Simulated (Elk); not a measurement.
# BAs: optical spectrum from first principles, part 2 of 2

Aim: the dielectric function of BAs, and the optical constants that follow from it.

Elk 11.2.3 (patched build); DFT, PBE, all-electron APW+lo, Dirac cores, scalar-relativistic bands, independent-particle optical response without local fields.

So far. Step 2 (Ground state): There is a gap, 1.20 eV on this mesh (points off the mesh can give less), so no carriers' term is needed.

### Step 3. Independent particles

With the density converged, the vertical transitions are summed over the zone.

This step: DFT, PBE, all-electron APW+lo, Dirac cores, scalar-relativistic bands, independent-particle optical response without local fields (Elk 11.2.3 (patched build)).

The input, elk.in:

```
tasks
  121

optcomp
  1 1

xctype
  20

nempty
  14

lorbcnd
  .true.

rgkmax
  7.0

swidth
  0.0036749

wplot
  400 100 0
  0.0 0.80849

sppath
  './'

avec
  0.000000000000 4.513610848669 4.513610848669
  4.513610848669 0.000000000000 4.513610848669
  4.513610848669 4.513610848669 0.000000000000

atoms
  2
  'As.in'
  1
  0.750000000000 0.750000000000 0.750000000000   0.000 0.000 0.000
  'B.in'
  1
  0.000000000000 0.000000000000 0.000000000000   0.000 0.000 0.000

ngridk
  12 12 12
```

Launch:

```bash
$ OMP_NUM_THREADS=4 elk
```

The log of the run:

```text
┌─────────────────────────────────┐
│ Elk code version 11.2.3 started │
└─────────────────────────────────┘

Info(readinput): the functional depends on the density's gradient
 muffin-tin radial points multiplied by    2.00000
 (not where nrmtscf is given)

┌────────────────────┐
│ Current task : 121 │
└────────────────────┘
Info(checkmt): changed muffin-tin radius of species 1 (As) from   2.4000 to   2.2051
Info(checkmt): changed muffin-tin radius of species 2 (B) from   1.8000 to   1.6538

Info(findsymcrys): atomic basis shift (lattice) :
  0.2500000000      0.2500000000      0.2500000000
See GEOMETRY.OUT for new atomic positions

Info(dielectric):
 dielectric tensor written to EPSILON_ij.OUT
 optical conductivity written to SIGMA_ij.OUT
 for components
  i = 1, j = 1

┌──────────────────┐
│ Elk code stopped │
└──────────────────┘
```

It took 2.3 s on 4 threads of Arm Neoverse V1, shared host; peak memory 0.04 GiB; 8.8 s of CPU time.

Numbers from this step:

```
electronic dielectric constant ε∞, mean over x, y and z (by symmetry where fewer were run) : 10.07
main peak of Im epsilon, first axis                                                        : 5.547 eV
```

The Im ε, E ∥ x has structure finer than the step of the table below, so its rows give means over 0.5 eV, whole bins alone (the curve runs from 0 to 21.9 eV). Peaks (eV: height): 5.56: 42.7, 6.55: 27.2.

Values under the direct gap are tails of Lorentzian lines. Table of Im ε, E ∥ x by photon energy; means over each step:

```
photon energy (eV)  Im ε, E ∥ x
               0.5       0.0319
               1.0       0.0683
               1.5        0.116
               2.0        0.187
               2.5        0.322
               3.0        0.849
               3.5         4.10
               4.0         9.59
               4.5         13.0
               5.0         18.2
               5.5         30.9
               6.0         15.1
               6.5         21.5
               7.0         10.8
               7.5         7.43
               8.0         5.04
               8.5         3.99
               9.0         5.08
               9.5         3.13
              10.0         2.30
              10.5         1.41
              11.0         1.60
              11.5         1.84
              12.0         1.49
              12.5         1.36
              13.0        0.966
              13.5         1.08
              14.0         1.09
              14.5        0.670
              15.0        0.734
              15.5        0.682
              16.0        0.532
              16.5        0.608
              17.0        0.458
              17.5        0.472
              18.0        0.396
              18.5        0.408
              19.0        0.427
              19.5        0.346
              20.0        0.296
              20.5        0.203
              21.0        0.231
              21.5        0.201
```

The Re ε, E ∥ x by photon energy:

```
photon energy (eV)  Re ε, E ∥ x
               0.0         10.1
               0.5         10.1
               1.0         10.4
               1.5         10.8
               2.0         11.6
               2.5         12.8
               3.0         15.0
               3.5         19.0
               4.0         17.8
               4.5         16.7
               5.0         15.3
               5.5         12.1
               6.0        -2.52
               6.5       -0.419
               7.0        -10.6
               7.5        -8.18
               8.0        -5.78
               8.5        -3.61
               9.0        -4.70
               9.5        -3.91
              10.0        -3.73
              10.5        -2.83
              11.0        -1.73
              11.5        -2.10
              12.0        -1.90
              12.5        -1.96
              13.0        -1.29
              13.5        -1.24
              14.0        -1.22
              14.5        -1.17
              15.0       -0.923
              15.5       -0.947
              16.0       -0.611
              16.5       -0.548
              17.0       -0.539
              17.5       -0.419
              18.0       -0.299
              18.5       -0.300
              19.0       -0.150
              19.5       -0.253
              20.0       -0.127
              20.5      -0.0839
              21.0      -0.0113
              21.5      -0.0216
```

Table of refractive index n and extinction k by photon energy:

```
photon energy (eV)      n       k
                 0   3.17       0
                 1   3.22  0.0105
                 2   3.40  0.0272
                 3   3.88  0.0912
                 4   4.37    1.11
                 5   4.28    1.74
                 6   2.38    2.86
                 7   1.48    3.57
                 8   1.09    2.64
                 9   1.24    2.50
                10  0.617    2.03
                11  0.549    1.42
                12  0.548    1.48
                13  0.364    1.19
                14  0.513    1.22
                15  0.370    1.03
                16  0.326   0.847
                17  0.252   0.776
                18  0.313   0.630
                19  0.376   0.540
                20  0.298   0.465
                21  0.327   0.343
```

The reflectivity at normal incidence, E ∥ x has structure finer than the step of the table below, so its rows give means over 1 eV, whole bins alone (the curve runs from 0 to 21.9 eV). Peaks (eV: height): 5.7: 68.2, 6.8: 70.2, 7.7: 70.0, 8.3: 69.3, 9.2: 69.2, 10.2: 72.6, 12.8: 63.9.

Reflectivity at normal incidence, E ∥ x against photon energy; means over each step:

```
photon energy (eV)  reflectivity at normal incidence, E ∥ x (%)
                 1                                         27.8
                 2                                         29.9
                 3                                         35.1
                 4                                         42.1
                 5                                         48.5
                 6                                         56.1
                 7                                         66.4
                 8                                         64.8
                 9                                         57.6
                10                                         66.8
                11                                         56.0
                12                                         53.5
                13                                         55.0
                14                                         51.8
                15                                         50.2
                16                                         49.1
                17                                         45.7
                18                                         41.3
                19                                         36.5
                20                                         41.0
                21                                         31.8
```

The loss function −Im 1/ε at q → 0, E ∥ x has structure finer than the step of the table below, so its rows give means over 1 eV, whole bins alone (the curve runs from 0 to 21.9 eV). Peaks (eV: height): 20.6: 4.95, 21.8: 7.34.

Values under the direct gap are tails of Lorentzian lines. Table of loss function −Im 1/ε at q → 0, E ∥ x by energy loss; means over each step:

```
energy loss (eV)  loss function −Im 1/ε at q → 0, E ∥ x
               1                                 6.3e-4
               2                                0.00140
               3                                0.00422
               4                                 0.0215
               5                                 0.0291
               6                                 0.0507
               7                                 0.0498
               8                                 0.0840
               9                                  0.117
              10                                  0.111
              11                                  0.225
              12                                  0.257
              13                                  0.321
              14                                  0.386
              15                                  0.553
              16                                  0.749
              17                                   1.00
              18                                   1.47
              19                                   1.85
              20                                   2.69
              21                                   4.45
```

Optical constants at common wavelengths, from n + ik = √ε:

```
wavelength (nm)     n      k  R (%)     1/α
           1064  3.24  0.013   27.9  6.7 µm
            800  3.30  0.018   28.6  3.5 µm
            633  3.39  0.026   29.7  1.9 µm
            532  3.51  0.037   30.9  1.1 µm
            365  4.25  0.284   38.5  102 nm
            248  4.28  1.747   44.6   11 nm
            193  3.34  3.136   53.4  4.9 nm
```

Below the direct gap, k and the depth come from the tails of the Lorentzian lines, not from transitions.

Rows near the edge hang on the gap, which this functional as a rule makes too small, and phonon-assisted absorption is left out.

### Step 4. Summary of results

| Item | Value |
| --- | --- |
| electronic dielectric constant ε∞, mean over x, y and z (by symmetry where fewer were run) (independent particles) | 10.1 |
| main peak of Im epsilon, first axis | 5.55 eV |

**Reading.** At this level (PBE, independent particles) BAs has ε∞ = 10.1 and n = 3.20 at 1550 nm, and Im ε peaks at 5.5 eV. On the mesh the gap is 1.20 eV and the least direct gap 3.28 eV, so on this mesh the band edges lie at different points. Distinct maxima of Im ε, read by a parabola through the highest points, lie at 4.51 eV (15), 4.85 eV (20), 5.55 eV (43) and 6.56 eV (27). Excitons and phonon-assisted transitions are missing, and so are local fields; PBE gaps are as a rule too small, which pulls the onset down and ε∞ up. The sum runs over mesh points, so small or evenly spaced maxima can still be ripples of the mesh.

[Machine, clock and banner lines and Python warnings are left out of the logs.]

[Logs are printed without paths, hosts, clocks, repeated set-up lines and the standing remarks that a program may print on its own settings, such as how far it seeks lower states.]

[Hosts, paths, dates, database ids (printed as entryN), source tags and the programs' standing remarks are cut or masked in the printed files.]
